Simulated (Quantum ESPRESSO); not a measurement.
# Wannier-interpolated electron–phonon scattering in AlRu (Pm-3m)

Wanted: λ, Tc and ρ(T) of AlRu (Pm-3m) from Quantum ESPRESSO and EPW.

Main program and level: Quantum ESPRESSO 7.5; DFT LDA, scalar-relativistic, plane waves, PseudoDojo 0.4.1 norm-conserving pseudopotentials.

This is a report of a sequence of runs, with most program output left out.

### Step 1. The structure

It takes space group Pm-3m (No. 221, cubic). Conventional cell: a = 2.992 Å, b = 2.992 Å, c = 2.992 Å, α = 90.00°, β = 90.00°, γ = 90.00°. Nearest to Al lie 8 Ru at 2.59 Å. Nearest to Ru lie 8 Al at 2.59 Å. Farther neighbours are not listed.

### Step 2. Relaxation

The cell is relaxed under the functional used for all that follows.

The input, relax.in:

```
&control
   calculation = 'vc-relax'
   prefix = 'x'
   outdir = './tmp'
   pseudo_dir = './pseudo'
   tprnfor = .true.
   tstress = .true.
   etot_conv_thr = 1.0d-05
   forc_conv_thr = 4.0d-04
/
&system
   ibrav = 0
   nat = 2
   ntyp = 2
   ecutwfc = 88.0
   occupations = 'smearing'
   smearing = 'mv'
   degauss = 0.02
/
&electrons
   conv_thr = 1.0d-11
/
&ions
/
&cell
   press_conv_thr = 0.4
/
ATOMIC_SPECIES
 Al     26.9815  Al.upf
 Ru    101.0700  Ru.upf
CELL_PARAMETERS angstrom
     2.991600000    0.000000000    0.000000000
     0.000000000    2.991600000    0.000000000
     0.000000000    0.000000000    2.991600000
ATOMIC_POSITIONS crystal
 Al     0.000000000   0.000000000   0.000000000
 Ru     0.500000000   0.500000000   0.500000000
K_POINTS automatic
 8 8 8 0 0 0
```

Started as:

```console
$ OMP_NUM_THREADS=1 mpirun -n 8 pw.x -nk 8 -in relax.in > relax.out
```

It took 11 s on 8 MPI ranks of Arm Neoverse V2, shared host; 89 s of CPU time.

This step gave:

```
free energy     : -2817.5264 eV
pressure        : -0.001 GPa
volume per atom : 12.88 Å³/atom
```

The volume ends at 12.88 Å³ an atom, -3.8 % from the start.

### Step 3. Ground state

Linear response needs a tightly converged ground state.

The input, scf.in:

```
&control
   calculation = 'scf'
   prefix = 'x'
   outdir = './tmp'
   pseudo_dir = './pseudo'
   tprnfor = .true.
   tstress = .true.
/
&system
   ibrav = 0
   nat = 2
   ntyp = 2
   ecutwfc = 88.0
   occupations = 'smearing'
   smearing = 'mv'
   degauss = 0.02
/
&electrons
   conv_thr = 1.0d-12
/
ATOMIC_SPECIES
 Al     26.9815  Al.upf
 Ru    101.0700  Ru.upf
CELL_PARAMETERS angstrom
     2.953401000    0.000000000    0.000000000
     0.000000000    2.953401000    0.000000000
     0.000000000    0.000000000    2.953401000
ATOMIC_POSITIONS crystal
 Al     0.000000000   0.000000000   0.000000000
 Ru     0.500000000   0.500000000   0.500000000
K_POINTS automatic
 8 8 8 0 0 0
```

Started as:

```console
$ OMP_NUM_THREADS=1 mpirun -n 8 pw.x -nk 8 -in scf.in > scf.out
```

The job ended after 3.2 s (8 MPI ranks; 25 s of CPU time).

Numbers from this step:

```yaml
fermi_energy: 16.71 eV
pressure: -0.002 GPa
```

The Fermi level lies at 16.71 eV and the pressure is -0.002 GPa.

### Step 4. Phonons on the coarse mesh

ph.x gives the dynamical matrices and the changes of the potential on a coarse q mesh, which EPW interpolates.

The input, ph.in:

```
phonons
&inputph
   prefix = 'x'
   outdir = './tmp'
   tr2_ph = 1.0d-14
   fildyn = 'x.dyn'
   fildvscf = 'dvscf'
   ldisp = .true.
   nq1 = 4
   nq2 = 4
   nq3 = 4
   alpha_mix(1) = 0.5
   amass(1) = 26.9815
   amass(2) = 101.07
/
```

Started as:

```console
$ OMP_NUM_THREADS=1 mpirun -n 8 ph.x -nk 8 -in ph.in > ph.out
```

The job ended after 14 min (8 MPI ranks).

This step gave:

| Quantity | Value |
| --- | --- |
| lowest frequency off the zone centre | 78.82 cm⁻¹ |
| largest magnitude of the acoustic modes at the zone centre, before the sum rule | 8.013 cm⁻¹ |

Frequencies at the irreducible wavevectors:

| q1 | q2 | q3 | star | mode 1 (cm⁻¹) | mode 2 (cm⁻¹) | mode 3 (cm⁻¹) | mode 4 (cm⁻¹) | mode 5 (cm⁻¹) | mode 6 (cm⁻¹) |
| --- | --- | --- | --- | --- | --- | --- | --- | --- | --- |
| 0 | 0 | 0 | 1 | -8 | -8 | -8 | 324 | 324 | 324 |
| 0 | 0 | 0.25 | 6 | 105.3 | 105.3 | 156.3 | 312.4 | 312.4 | 319.2 |
| 0 | 0 | 0.5 | 3 | 162.7 | 162.7 | 217.2 | 296.4 | 296.4 | 334.3 |
| 0 | 0.25 | 0.25 | 12 | 96.3 | 136.5 | 180.7 | 303.4 | 319.7 | 337.5 |
| 0 | 0.25 | 0.5 | 12 | 120.5 | 155.7 | 172.5 | 292.3 | 337.7 | 351.1 |
| 0 | 0.5 | 0.5 | 3 | 78.8 | 78.8 | 192 | 284.1 | 364.6 | 364.6 |
| 0.25 | 0.25 | 0.25 | 8 | 139.2 | 139.2 | 169.8 | 324.6 | 329.6 | 329.6 |
| 0.25 | 0.25 | 0.5 | 12 | 132.3 | 143.7 | 169.3 | 316 | 335.1 | 353.3 |
| 0.25 | 0.5 | 0.5 | 6 | 133.8 | 133.8 | 178.2 | 312.7 | 353.9 | 353.9 |
| 0.5 | 0.5 | 0.5 | 1 | 163.7 | 163.7 | 163.7 | 338.4 | 338.4 | 338.4 |

The lowest mode off the zone centre lies at 78.8 cm⁻¹ and the highest of all solved modes at 365 cm⁻¹, so the solved wavevectors are stable. The acoustic modes at the centre lie within 8.0 cm⁻¹ of zero before the sum rule is imposed.

### Step 5. Bands for the check

Bands on a path serve later as the test of the Wannier interpolation; inside the frozen window, points that lie on the coarse mesh match by construction, and those between them test it.

The input, bands.in:

```
&control
   calculation = 'bands'
   prefix = 'x'
   outdir = './tmp'
   pseudo_dir = './pseudo'
   verbosity = 'high'
/
&system
   ibrav = 0
   nat = 2
   ntyp = 2
   ecutwfc = 88.0
   occupations = 'smearing'
   smearing = 'mv'
   degauss = 0.02
   nbnd = 42
/
&electrons
   conv_thr = 1.0d-10
/
ATOMIC_SPECIES
 Al     26.9815  Al.upf
 Ru    101.0700  Ru.upf
CELL_PARAMETERS angstrom
     2.953401000    0.000000000    0.000000000
     0.000000000    2.953401000    0.000000000
     0.000000000    0.000000000    2.953401000
ATOMIC_POSITIONS crystal
 Al     0.000000000   0.000000000   0.000000000
 Ru     0.500000000   0.500000000   0.500000000
K_POINTS crystal
61
 0.00000000 0.00000000 0.00000000 0.01639344
 0.00000000 0.05555556 0.00000000 0.01639344
 0.00000000 0.11111111 0.00000000 0.01639344
 0.00000000 0.16666667 0.00000000 0.01639344
[the list of k-points goes on]
```

Started as:

```console
$ OMP_NUM_THREADS=1 mpirun -n 8 pw.x -nk 8 -in bands.in > bands.out
```

It took 10 s on 8 MPI ranks; 81 s of CPU time.

### Step 6. States on the coarse mesh

Wannier functions need the states on a full uniform k mesh, and the couplings need it to be a multiple of the q mesh.

The input, nscf.in:

```
&control
   calculation = 'nscf'
   prefix = 'x'
   outdir = './tmp'
   pseudo_dir = './pseudo'
   verbosity = 'high'
/
&system
   ibrav = 0
   nat = 2
   ntyp = 2
   ecutwfc = 88.0
   occupations = 'smearing'
   smearing = 'mv'
   degauss = 0.02
   nbnd = 42
/
&electrons
   conv_thr = 1.0d-11
/
ATOMIC_SPECIES
 Al     26.9815  Al.upf
 Ru    101.0700  Ru.upf
CELL_PARAMETERS angstrom
     2.953401000    0.000000000    0.000000000
     0.000000000    2.953401000    0.000000000
     0.000000000    0.000000000    2.953401000
ATOMIC_POSITIONS crystal
 Al     0.000000000   0.000000000   0.000000000
 Ru     0.500000000   0.500000000   0.500000000
K_POINTS crystal
512
 0.00000000 0.00000000 0.00000000 0.00195312
 0.00000000 0.00000000 0.12500000 0.00195312
 0.00000000 0.00000000 0.25000000 0.00195312
 0.00000000 0.00000000 0.37500000 0.00195312
[the list of k-points goes on]
```

Started as:

```console
$ OMP_NUM_THREADS=1 mpirun -n 8 pw.x -nk 8 -in nscf.in > nscf.out
```

Wall time 80 s (8 MPI ranks).

### Step 7. Wannier functions and couplings

Projections Al s, p and Ru s, p, d start 13 Wannier functions; states up to 2.5 eV over the Fermi level are frozen, and the projected functions are kept without the localisation step. Hamiltonian, force constants and couplings go to real space.

The input, epw1.in:

```
--
&inputepw
   prefix = 'x'
   outdir = './tmp'
   dvscf_dir = './save'
   elph = .true.
   etf_mem = 1
   nbndsub = 13
   bands_skipped = 'exclude_bands = 1-4'
   use_ws = .true.
   vme = 'wannier'
   asr_typ = 'crystal'
   nk1 = 8
   nk2 = 8
   nk3 = 8
   nq1 = 4
   nq2 = 4
   nq3 = 4
   amass(1) = 26.9815
   amass(2) = 101.07
   epwwrite = .true.
   epwread = .false.
   wannierize = .true.
   num_iter = 0
   dis_win_max = 56.71
   dis_froz_max = 19.212
   proj(1) = 'Al:s;p'
   proj(2) = 'Ru:s;p;d'
   wdata(1) = 'dis_num_iter = 600'
   wdata(2) = 'guiding_centres = .true.'
   wdata(3) = 'num_print_cycles = 50'
   wdata(4) = 'dis_mix_ratio = 0.7'
   band_plot = .true.
   filkf = 'path.dat'
   filqf = 'path.dat'
   fsthick = 100.0
   efermi_read = .true.
   fermi_energy = 16.7124
/
```

Started as:

```console
$ OMP_NUM_THREADS=1 mpirun -n 8 epw.x -nk 8 -in epw1.in > epw1.out
```

Wall time 17 min (8 MPI ranks).

This step gave:

- r.m.s. error of the interpolated bands from 2 eV under to 1 eV over the Fermi level: 2 meV
- largest error in that range: 8.6 meV
- lowest interpolated frequency on the path: 0 cm⁻¹

The electronic bands at the labelled points (eV, zero at the Fermi level; # counts the bands kept):

| point | #2 | #3 | #4 | #5 | #6 | #7 | #8 | #9 |
| --- | --- | --- | --- | --- | --- | --- | --- | --- |
| Γ | -3.84 | -3.84 | 0.17 | 0.17 | 0.17 | 6.17 | 6.17 | 6.17 |
| 0.44 of the way | -3.67 | -3.53 | -0.76 | -0.76 | 0.28 | 3.51 | 7.82 | 7.82 |
| X | -5.60 | -3.00 | -1.72 | -1.72 | 0.45 | 2.37 | 7.49 | 11.17 |
| 0.44 of the way | -5.10 | -2.48 | -1.72 | -1.54 | -0.36 | 2.25 | 7.69 | 8.02 |
| M | -3.30 | -1.42 | -1.42 | -1.27 | -1.27 | 1.58 | 5.47 | 6.57 |
| 0.46 of the way | -3.75 | -2.77 | -1.84 | -0.93 | -0.67 | 3.35 | 5.58 | 9.42 |
| Γ | -3.84 | -3.84 | 0.17 | 0.17 | 0.17 | 6.17 | 6.17 | 6.17 |
| halfway | -3.13 | -3.13 | -1.47 | -1.41 | -1.41 | 5.54 | 5.54 | 6.53 |
| R | -4.88 | -4.88 | 1.68 | 1.68 | 2.66 | 4.18 | 4.18 | 4.18 |
| 0.46 of the way | -3.99 | -3.77 | -1.35 | -1.12 | 1.05 | 2.56 | 6.28 | 8.54 |
| X | -5.60 | -3.00 | -1.72 | -1.72 | 0.45 | 2.37 | 7.49 | 11.17 |

The same for Wannier interpolation:

| point | #2 | #3 | #4 | #5 | #6 | #7 | #8 | #9 |
| --- | --- | --- | --- | --- | --- | --- | --- | --- |
| Γ | -3.84 | -3.84 | 0.17 | 0.17 | 0.17 | 6.44 | 6.44 | 6.44 |
| X | -5.60 | -3.01 | -1.72 | -1.72 | 0.45 | 2.37 | 14.25 | 14.25 |
| M | -3.30 | -1.42 | -1.42 | -1.27 | -1.27 | 1.58 | 6.19 | 7.04 |
| Γ | -3.84 | -3.84 | 0.17 | 0.17 | 0.17 | 6.44 | 6.44 | 6.44 |
| R | -4.88 | -4.88 | 1.68 | 1.68 | 2.66 | 4.41 | 4.41 | 4.41 |
| X | -5.60 | -3.01 | -1.72 | -1.72 | 0.45 | 2.37 | 14.25 | 14.25 |

The phonon branches at the labelled points (cm⁻¹):

| point | branch 1 | branch 2 | branch 3 | branch 4 | branch 5 | branch 6 |
| --- | --- | --- | --- | --- | --- | --- |
| Γ | 0 | 0 | 0 | 324 | 324 | 324 |
| 0.44 of the way | 95 | 95 | 142 | 315 | 315 | 319 |
| X | 163 | 163 | 217 | 296 | 296 | 334 |
| 0.44 of the way | 128 | 166 | 170 | 293 | 332 | 348 |
| M | 79 | 79 | 192 | 284 | 365 | 365 |
| 0.46 of the way | 98 | 145 | 179 | 301 | 324 | 341 |
| Γ | 0 | 0 | 0 | 324 | 324 | 324 |
| halfway | 140 | 140 | 170 | 325 | 330 | 330 |
| R | 164 | 164 | 164 | 338 | 338 | 338 |
| 0.46 of the way | 134 | 142 | 170 | 319 | 337 | 353 |
| X | 163 | 163 | 217 | 296 | 296 | 334 |

Near the Fermi level the interpolated bands miss those of pw.x by 2 meV r.m.s. and 9 meV at most, each level matched to the nearest interpolated one; the r.m.s. value is under the 60 meV set for going on.

### Step 8. Coupling and Tc: fine k 16×16×16, q 8×8×8, width 0.15 eV, window 0.61 eV

The couplings are interpolated to a fine mesh near the Fermi level; their sum gives α²F and λ, and the linearised gap equation gives Tc.

The input, a2f-1.in:

```
--
&inputepw
   prefix = 'x'
   outdir = './tmp'
   dvscf_dir = './save'
   elph = .true.
   etf_mem = 1
   nbndsub = 13
   bands_skipped = 'exclude_bands = 1-4'
   use_ws = .true.
   vme = 'wannier'
   asr_typ = 'crystal'
   nk1 = 8
   nk2 = 8
   nk3 = 8
   nq1 = 4
   nq2 = 4
   nq3 = 4
   amass(1) = 26.9815
   amass(2) = 101.07
   epwwrite = .false.
   epwread = .true.
   wannierize = .false.
   nkf1 = 16
   nkf2 = 16
   nkf3 = 16
   nqf1 = 8
   nqf2 = 8
   nqf3 = 8
   mp_mesh_k = .true.
   ephwrite = .true.
   eliashberg = .true.
   liso = .true.
   limag = .true.
   tc_linear = .true.
   tc_linear_solver = 'lapack'
   fsthick = 0.61
   degaussw = 0.15
   degaussq = 0.5
   nqstep = 500
   muc = 0.13
   wscut = 0.3
   nsiter = 500
   nstemp = 7
   temps = 0.5 1.0 2.0 4.0 8.0 16.0 32.0
/
```

Started as:

```console
$ OMP_NUM_THREADS=1 mpirun -n 8 epw.x -nk 8 -in a2f-1.in > a2f-1.out
```

It took 2.2 min on 8 MPI ranks.

This step gave:

* coupling constant λ: 0.4991
* log mean phonon energy ħω_log: 16.81 meV
* density of states at the Fermi level: 0.8378 states/eV a spin and cell
* Fermi level on the fine mesh: 16.70 eV

The a2F has structure finer than the step of the table below, so its rows give means over 2 meV, whole bins alone (the curve runs from 0.099 to 49.4 meV). Peaks (meV: height): 13.2: 0.488, 14.4: 0.304, 16.4: 0.582, 20.8: 0.361, 38.7: 0.172, 41.1: 0.176.

A2F against phonon energy; means over each step:

| phonon energy (meV) | a2F |
| --- | --- |
| 4 | 0 |
| 6 | 0.00453 |
| 8 | 0.0100 |
| 10 | 0.0799 |
| 12 | 0.248 |
| 14 | 0.310 |
| 16 | 0.383 |
| 18 | 0.258 |
| 20 | 0.284 |
| 22 | 0.171 |
| 24 | 0.0267 |
| 26 | 0.00332 |
| 28 | 8.3e-4 |
| 30 | 0 |
| 32 | 0 |
| 34 | 3.6e-4 |
| 36 | 0.0309 |
| 38 | 0.122 |
| 40 | 0.126 |
| 42 | 0.137 |
| 44 | 0.0609 |
| 46 | 0.00185 |
| 48 | 0 |

Tc lies where the eigenvalue is 1; mu* = 0.13. Eigenvalue against temperature:

| T (K) | largest eigenvalue of the linearised gap equation |
| --- | --- |
| 0.5 | 1.556 |
| 1 | 1.306 |
| 2 | 1.058 |
| 4 | 0.8141 |
| 8 | 0.5743 |
| 16 | 0.3447 |
| 32 | 0.1461 |

λ = 0.499 and ħω_log = 16.8 meV. The eigenvalue passes 1 near 2.4 K.

### Step 9. Resistivity: fine k 20×20×20, q 10×10×10, adaptive width, window 0.32 eV

The Boltzmann equation is solved by iteration on a fine mesh; only states within the window around the Fermi level enter.

The input, bte-1.in:

```
--
&inputepw
   prefix = 'x'
   outdir = './tmp'
   dvscf_dir = './save'
   elph = .true.
   etf_mem = 1
   nbndsub = 13
   bands_skipped = 'exclude_bands = 1-4'
   use_ws = .true.
   vme = 'wannier'
   asr_typ = 'crystal'
   nk1 = 8
   nk2 = 8
   nk3 = 8
   nq1 = 4
   nq2 = 4
   nq3 = 4
   amass(1) = 26.9815
   amass(2) = 101.07
   epwwrite = .false.
   epwread = .true.
   wannierize = .false.
   nkf1 = 20
   nkf2 = 20
   nkf3 = 20
   nqf1 = 10
   nqf2 = 10
   nqf3 = 10
   mp_mesh_k = .true.
   scattering = .true.
   iterative_bte = .true.
   epmatkqread = .false.
   assume_metal = .true.
   int_mob = .false.
   carrier = .false.
   ngaussw = -99
   mob_maxiter = 200
   broyden_beta = 0.7
   fsthick = 0.32
   degaussw = 0.0
   nstemp = 6
   temps = 150 200 273 300 400 500
   restart = .false.
   selecqread = .false.
/
```

Started as:

```console
$ OMP_NUM_THREADS=1 mpirun -n 8 epw.x -nk 8 -in bte-1.in > bte-1.out
```

The job ended after 4.1 min (8 MPI ranks; 32 min of CPU time).

Numbers from this step:

```yaml
iterations: 30
resistivity_at_300_k: 7.000 μΩ cm
```

Resistivity, by row:

| T (K) | rho_xx (μΩ cm) | rho_yy | rho_zz | relaxation-time approximation, mean of the axes (μΩ cm) |
| --- | --- | --- | --- | --- |
| 150 | 3.284 | 3.284 | 3.284 | 3.946 |
| 200 | 4.475 | 4.475 | 4.475 | 5.397 |
| 273 | 6.301 | 6.301 | 6.301 | 7.578 |
| 300 | 7 | 7 | 7 | 8.404 |
| 400 | 9.683 | 9.683 | 9.683 | 11.54 |
| 500 | 12.44 | 12.44 | 12.44 | 14.73 |

ρ(300 K) = 7.00 μΩ cm; the relaxation-time start gave 8.40. One mesh does not show convergence. The largest adaptive width printed is 0.44 eV, against a window of 0.32 eV outside which no state is counted.

### Step 10. Coupling and Tc, input with a fault, fine q mesh 10×10×10, fine mesh 10×10×10

Another input is tried.

The input, bad.in:

```
--
&inputepw
   prefix = 'x'
   outdir = './tmp'
   dvscf_dir = './save'
   elph = .true.
   etf_mem = 1
   nbndsub = 13
   bands_skipped = 'exclude_bands = 1-4'
   use_ws = .true.
   vme = 'wannier'
   asr_typ = 'crystal'
   nk1 = 8
   nk2 = 8
   nk3 = 8
   nq1 = 4
   nq2 = 4
   nq3 = 4
   amass(1) = 26.9815
   amass(2) = 101.07
   epwwrite = .false.
   epwread = .true.
   wannierize = .false.
   nkf1 = 10
   nkf2 = 10
   nkf3 = 10
   nqf1 = 10
   nqf2 = 10
   nqf3 = 10
   mp_mesh_k = .true.
   ephwrite = .true.
   eliashberg = .true.
   liso = .true.
   limag = .true.
   tc_linear = .true.
   tc_linear_solver = 'lapack'
   fsthick = 0.4
   degaussw = 0.01
   degaussq = 0.5
   nqstep = 500
   muc = 0.13
   wscut = 0.3
   nsiter = 500
   nstemp = 7
   temps = 0.5 1.0 2.0 4.0 8.0 16.0 32.0
/
```

Started as:

```console
$ OMP_NUM_THREADS=1 mpirun -n 8 epw.x -nk 8 -in bad.in > bad.out
```

It took 3.8 min on 8 MPI ranks; 30 min of CPU time.

This step gave:

| Quantity | Value |
| --- | --- |
| coupling constant λ | 0.2281 |
| log mean phonon energy ħω_log | 19.13 meV |
| density of states at the Fermi level | 1.584 states/eV a spin and cell |

This input has a delta width far below the mesh spacing, and its λ = 0.228 is no result.

### Step 11. Resistivity: fine k 26×26×26, q 13×13×13, adaptive width, window 0.32 eV

At these temperatures only states within a few k_B T of the Fermi level carry current, so the mesh must be dense; it is refined.

The input, bte-2.in:

```
--
&inputepw
   prefix = 'x'
   outdir = './tmp'
   dvscf_dir = './save'
   elph = .true.
   etf_mem = 1
   nbndsub = 13
   bands_skipped = 'exclude_bands = 1-4'
   use_ws = .true.
   vme = 'wannier'
   asr_typ = 'crystal'
   nk1 = 8
   nk2 = 8
   nk3 = 8
   nq1 = 4
   nq2 = 4
   nq3 = 4
   amass(1) = 26.9815
   amass(2) = 101.07
   epwwrite = .false.
   epwread = .true.
   wannierize = .false.
   nkf1 = 26
   nkf2 = 26
   nkf3 = 26
   nqf1 = 13
   nqf2 = 13
   nqf3 = 13
   mp_mesh_k = .true.
   scattering = .true.
   iterative_bte = .true.
   epmatkqread = .false.
   assume_metal = .true.
   int_mob = .false.
   carrier = .false.
   ngaussw = -99
   mob_maxiter = 200
   broyden_beta = 0.7
   fsthick = 0.32
   degaussw = 0.0
   nstemp = 6
   temps = 150 200 273 300 400 500
   restart = .false.
   selecqread = .false.
/
```

Started as:

```console
$ OMP_NUM_THREADS=1 mpirun -n 8 epw.x -nk 8 -in bte-2.in > bte-2.out
```

It took 9.8 min on 8 MPI ranks.

This step gave:

```
iterations           : 28
resistivity at 300 K : 8.599 μΩ cm
```

Resistivity, by row:

| T (K) | rho_xx (μΩ cm) | rho_yy | rho_zz | relaxation-time approximation, mean of the axes (μΩ cm) |
| --- | --- | --- | --- | --- |
| 150 | 5 | 5 | 5 | 5.594 |
| 200 | 6.173 | 6.173 | 6.173 | 6.953 |
| 273 | 7.932 | 7.932 | 7.932 | 8.991 |
| 300 | 8.599 | 8.599 | 8.599 | 9.764 |
| 400 | 11.14 | 11.14 | 11.14 | 12.71 |
| 500 | 13.75 | 13.75 | 13.75 | 15.74 |

ρ(300 K) = 8.60 μΩ cm, against 7.00 before (+23 %); the relaxation-time start gave 9.76. The largest adaptive width printed is 0.34 eV, against a window of 0.32 eV outside which no state is counted.

### Step 12. Outcome

```json
{
 "Wannier functions, band error": "13 functions; 2 meV r.m.s.",
 "coupling constant λ, fine k 16×16×16, q 8×8×8, width 0.15 eV, window 0.61 eV": "0.499",
 "ħω_log": "16.8 meV",
 "Tc at μ* = 0.13, Allen–Dynes": "1.4 K",
 "resistivity at 300 K, 20×20×20": "7.00 μΩ cm",
 "resistivity at 300 K, 26×26×26": "8.60 μΩ cm"
}
```

What this shows: Step 7: No branch goes imaginary on this path. Step 8: The coupling constant from the curve is λ = 0.50; modes below 16.4 meV give half. Step 8: Distinct peaks of the a2F stand at 13.2, 14.4, 16.4, 20.8 and 41.1 meV; the one at 16.4 meV is strongest. On the finest meshes run, AlRu (Pm-3m) has λ = 0.50 and a phonon-limited resistivity of 8.60 μΩ cm at 300 K. The last refinement of the mesh moved the resistivity by 23 %, so it is not converged, and no rank of the meshes against a measured value means much. On the finest mesh the adaptive width still reaches 0.34 eV against a window of 0.32 eV; the window, which cuts off final states, was not widened. The Eliashberg Tc is interpolated in log T between temperatures a factor of two apart, and its μ* acts up to a cut-off of 0.3 eV, so it weighs less than the same number in Allen and Dynes's formula. The relaxed volume lies -3.8 % from the database entry, which shifts the phonons and with them λ and ρ. λ rests on one fine mesh and one width. Between 150 and 500 K the resistivity rises by a factor of 2.75, against 3.33 for a straight line through the origin; phonon scattering should fall faster than that line on cooling, so the temperature dependence is not converged. The rows at 150, 200, 273, 300, 400 and 500 K moved by more than 10 % in the last refinement. The q mesh of ph.x (4×4×4), the k mesh and smearing of the ground state (8×8×8) and EPW's coarse k mesh (8×8×8) were not varied. Only scattering by harmonic phonons counts; impurities, grain boundaries and thermal expansion are left out, and μ* is typed.

[The logs of pw.x and epw.x are selected lines.]

[Logs are printed without paths, hosts, clocks, repeated set-up lines and the standing remarks that a program may print on its own settings, such as how far it seeks lower states.]

[Hosts, paths, dates, database ids (printed as entryN), source tags and the programs' standing remarks are cut or masked in the printed files.]
